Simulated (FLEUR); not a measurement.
# free Fe(110) film, 6 layers: anisotropy by force theorems, part 2 of 2

One state of free Fe(110) film, 6 layers is converged without symmetry. Force theorems then give its anisotropy.

FLEUR MaX-R8.1; PBE; all-electron FLAPW film, Dirac cores, scalar-relativistic bands.

So far. Step 2 (The magnetic state): After 71 cycles the largest moment stands at 2.67 μB.

## 5. Spin–orbit coupling, moments along z

Level of this step: PBE; all-electron FLAPW film, Dirac cores, scalar-relativistic bands with spin-orbit coupling (FLEUR).

Spin–orbit coupling ties the spins to the lattice and lets orbital moments form.

A new self-consistent run of the start ferro ++++++, with the moments along z. The k list default-1 (kpts.xml, not shown) is a Γ-centred 32×32×1 mesh.

File inp.xml:

```
<?xml version="1.0" encoding="UTF-8" standalone="no"?>
<fleurInput fleurInputVersion="0.39">
   <comment>
      Fe
   </comment>
   <calculationSetup>
      <cutoffs Kmax="3.68" Gmax="11.0" GmaxXC="11.0" numbands="216"/>
      <scfLoop itmax="150" minDistance="0.00002" maxIterBroyd="15" imix="Anderson" alpha="0.03" precondParam="0.0" spinf="2.0" sdNocoIR="T"/>
      <coreElectrons ctail="T" frcor="F" kcrel="0" coretail_lmax="0"/>
      <xcFunctional name="pbe" relativisticCorrections="F"/>
      <magnetism jspins="2"/>
      <soc l_soc="T" theta="0.0" phi="0.0" spav="F"/>
      <expertModes spex="0" secvar="F"/>
      <geometryOptimization l_f="F" forcealpha="1.0" forcemix="BFGS" epsdisp="0.00001" epsforce="0.00001"/>
      <ldaU l_linMix="F" mixParam="0.05" spinf="1.0"/>
   </calculationSetup>
   <cell>
      <bzIntegration valenceElectrons="96.0" mode="hist" fermiSmearingEnergy="0.00183747">
         <kPointListSelection listName="default-1"/>
         <xi:include xmlns:xi="http://www.w3.org/2001/XInclude" href="kpts.xml"> </xi:include>
      </bzIntegration>
      <xi:include xmlns:xi="http://www.w3.org/2001/XInclude" href="sym.xml"> </xi:include>
      <filmLattice scale="1.0" dVac="24.41" dTilda="26.91">
         <bravaisMatrixFilm>
            <row-1>    2.7079775365518000    -3.8296584928783730</row-1>
            <row-2>    2.7079775365518000     3.8296584928783730</row-2>
         </bravaisMatrixFilm>
         <vacuumEnergyParameters vacuum="1" spinUp="-.25" spinDown="-.25"/>
      </filmLattice>
   </cell>
   <atomSpecies>
      <species name="Iron (Fe) 2.800" element="Fe" atomicNumber="26">
         <mtSphere radius="2.23" gridPoints="737" logIncrement="0.016"/>
         <atomicCutoffs lmax="8" lnonsphr="6"/>
         <electronConfig flipSpins="F">
            <coreConfig>(1s1/2) (2s1/2) (2p1/2) (2p3/2)</coreConfig>
            <valenceConfig>(3s1/2) (3p1/2) (3p3/2) (4s1/2) (3d3/2) (3d5/2)</valenceConfig>
            <stateOccupation state="(3d3/2)" spinUp="1.4" spinDown="1.0"/>
            <stateOccupation state="(3d5/2)" spinUp="3.0" spinDown="0.6"/>
         </electronConfig>
         <energyParameters s="4" p="4" d="3" f="4"/>
         <lo type="SCLO" l="0" n="3" eDeriv="0"/>
         <lo type="SCLO" l="1" n="3" eDeriv="0"/>
      </species>
   </atomSpecies>
   <atomGroups>
      <atomGroup species="Iron (Fe) 2.800">
         <filmPos label="                   1">-1.000/4.000 -1.000/4.000 -9.5743090379</filmPos>
         <filmPos label="                   6">1.000/4.000 1.000/4.000 9.5743090379</filmPos>
         <force calculate="T" relaxXYZ="TTT"/>
      </atomGroup>
      <atomGroup species="Iron (Fe) 2.800">
         <filmPos label="                   2">1.000/4.000 1.000/4.000 -5.7445580599</filmPos>
         <filmPos label="                   5">-1.000/4.000 -1.000/4.000 5.7445580599</filmPos>
         <force calculate="T" relaxXYZ="TTT"/>
      </atomGroup>
      <atomGroup species="Iron (Fe) 2.800">
         <filmPos label="                   3">-1.000/4.000 -1.000/4.000 -1.9148526866</filmPos>
         <filmPos label="                   4">1.000/4.000 1.000/4.000 1.9148526866</filmPos>
         <force calculate="T" relaxXYZ="TTT"/>
      </atomGroup>
   </atomGroups>
   <output dos="F" band="F" slice="F">
      <bandDOS minEnergy="-.5*Htr" maxEnergy="0.5*Htr" sigma="0.015" storeEVData="T"/>
      <plotting iplot="0" polar="F">
         <plot TwoD="T" vec1="  1.0  0.0  0.0" vec2="  0.0  1.0  0.0" vec3="  0.0  0.0  1.0" zero="  0.0  0.0 -0.5" file="plot"/>
      </plotting>
      <moessbauerParams electricFieldGradient="F" isomerShift="F" coreHyperfine="F" valenceHyperfine="F"/>
   </output>
</fleurInput>
```

File crystal.txt:

```
Fe
&input film=T cartesian=F /
1.43300000000  -2.02656800000  0.00000000000
1.43300000000  2.02656800000  0.00000000000
0.00000000000  0.00000000000  1.00000000000
1.8897261246
1.0 1.0 1.0

6
26 0.00000000000  0.00000000000  -9.57430903790 : 2.800
26 0.50000000000  0.50000000000  -5.74455805988 : 2.800
26 0.00000000000  0.00000000000  -1.91485268663 : 2.800
26 0.50000000000  0.50000000000  1.91485268663 : 2.800
26 0.00000000000  0.00000000000  5.74455805988 : 2.800
26 0.50000000000  0.50000000000  9.57430903790 : 2.800

&soc 0.0000000 0.0000000 /
&kpt div1=32 div2=32 div3=1 gamma=T /
```

Command:

```bash
OMP_NUM_THREADS=1 inpgen -f crystal.txt > inpgen.log  # inp.xml is then edited as shown
OMP_NUM_THREADS=1 mpirun -n 4 fleur_MPI > fleur.log
```

What it wrote:

```text
[banner, memory and clock lines left out]
Welcome to FLEUR        (www.flapw.de)
      MaX-Release 8.1          (www.max-centre.eu)

 ========== k-point set info ==========
 Selected k-point list: default-1
 k-point list type: mesh
 0 x 0 x 0
 Number of k points: 516

 [... set-up left out ...]
 Iteration:     1   Distance:      24.72205928 me/bohr^3
 Iteration:     2   Distance:      42.46241209 me/bohr^3
 Iteration:     3   Distance:      11.29197722 me/bohr^3
 Iteration:     4   Distance:      14.79589847 me/bohr^3
 Iteration:     5   Distance:       9.26989836 me/bohr^3
 Iteration:     6   Distance:       8.97033626 me/bohr^3
 Iteration:     7   Distance:       8.84831686 me/bohr^3
 Iteration:     8   Distance:       5.06106821 me/bohr^3
[... lines left out ...]
 Iteration:    20   Distance:       0.75775721 me/bohr^3
 Iteration:    21   Distance:       0.74839649 me/bohr^3
 Iteration:    22   Distance:       0.24495862 me/bohr^3
 Iteration:    23   Distance:       0.23522546 me/bohr^3
 Iteration:    24   Distance:       0.12396187 me/bohr^3
 Iteration:    25   Distance:       0.14586317 me/bohr^3

--- out.xml (last complete iteration) ---
<iteration numberForCurrentRun="   25" overallNumber="   25">
         [... left out ...]
         <bandgap value="0.0000000000" units="eV"/>
         <sumValenceSingleParticleEnergies value="-128.3068973616" units="Htr"/>
         <FermiEnergy value="-0.1736554735" units="Htr"/>
         [... left out ...]
         <magneticMomentsInMTSpheres units="muBohr">
            <globalMagMoment atomType="1" vec="0.00000   0.00000   2.65615"/>
            <globalMagMoment atomType="2" vec="0.00000   0.00000   2.39982"/>
            <globalMagMoment atomType="3" vec="0.00000   0.00000   2.29812"/>
         </magneticMomentsInMTSpheres>
         <orbitalMomentsInMTSpheres units="muBohr">
            <globalMagMoment atomType="1" vec="0.00000   0.00000   0.05429"/>
            <globalMagMoment atomType="2" vec="0.00000   0.00000   0.04512"/>
            <globalMagMoment atomType="3" vec="0.00000   0.00000   0.04423"/>
         </orbitalMomentsInMTSpheres>
         [... left out ...]
         <totalEnergy value="    -7636.7526737446" units="Htr">
            <sumOfEigenvalues value="    -4493.7151032530">
               <coreElectrons value="-4365.4082058914"/>
               <valenceElectrons value="-128.3068973616"/>
            </sumOfEigenvalues>
         [... left out ...]
            <freeEnergy value="-7636.7548473368"/>
            <extrapolationTo0K value="-7636.7537605407"/>
         </totalEnergy>
         <densityConvergence units="me/bohr^3">
            <chargeDensity spin="1" distance="0.0807947395"/>
            <chargeDensity spin="2" distance="0.0772653150"/>
            <overallChargeDensity distance="0.0609866741"/>
            <spinDensity distance="0.1458631662"/>
         </densityConvergence>
      </iteration>
```

It took 2.3 h on 4 MPI ranks of Arm Neoverse N1, shared host; peak memory 4.1 GiB.

The run was cut off at its time limit.

After 25 cycles the density distance stands at 0.15 me/bohr³, above the threshold of 2e-05.

## 6. What came out

```json
{
  "reference state": "ferromagnetic",
  "largest sphere moment": "2.67 μB",
  "easy direction of those tried": "z",
  "energy along x less z, force theorem": "0.481 meV a primitive cell"
}
```

What this shows: By the force theorem the moments prefer z; shape anisotropy is not in it, and in a film it favours the plane. The difference for the second direction goes from 0.41 meV (mesh 21×21×1, 192 states, 26 min of CPU time) to 0.48 meV (mesh 32×32×1, 192 states, 57 min), so it is not converged. The self-consistent run with spin–orbit coupling gave no result. The state was typed, and no other order was converged beside it, so it need not be the ground state.

[Logs and program files are shortened in this print: banners, set-up blocks, solver, clock and traceback lines can be left out without a mark of their own.]

[Logs are printed without paths, hosts, clocks, repeated set-up lines and the standing remarks that a program may print on its own settings, such as how far it seeks lower states.]

[Hosts, paths, dates, database ids (printed as entryN), source tags and the programs' standing remarks are cut or masked in the printed files.]

[Where a cell is said to come from a database of computed structures, the database is the Materials Project.]
